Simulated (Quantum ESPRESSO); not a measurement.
# Voltage at the next charge: Be(0001), 4 layers, one monolayer of F on fcc sites against an electrode

**Set-up.** Quantum ESPRESSO 7.5, PBE, GBRV ultrasoft; ESM with bc3, a metal electrode 4.88 Å above the top atoms; cell area 4.542 Å²; ions fixed. V is the potential energy of an electron at the electrode over the slab's Fermi level, divided by e, so that it equals the work function at zero charge; positive charge removes electrons.

```
charge (e a cell)  V (V)
                0  4.474
           0.0068  5.733
           0.0136  6.989
```

**Question.** What is V at a charge of 0.0272 e, and what capacitance do the rows imply?

By hand: The last two rows give dV/dq = (6.989 − 5.733)/(0.0136 − 0.0068) = 184.7 V/e, so C = 1602/(4.542 × 184.7) = 1.91 µF/cm², an effective gap of 8.854/1.91 = 4.64 Å. At constant C, V = 6.989 + 184.7 × 0.0136 = 9.50 V.

What the calculation gave: V = 9.513 V; the estimate misses by −0.01 V, 0.5 % of the step. Over the three intervals C goes 1.91, 1.91 and 1.90 µF/cm².

**Limits.** Vacuum fills the gap; a dielectric or electrolyte would change C. The slab is thin.

[Logs are printed without paths, hosts, clocks, repeated set-up lines and the standing remarks that a program may print on its own settings, such as how far it seeks lower states.]
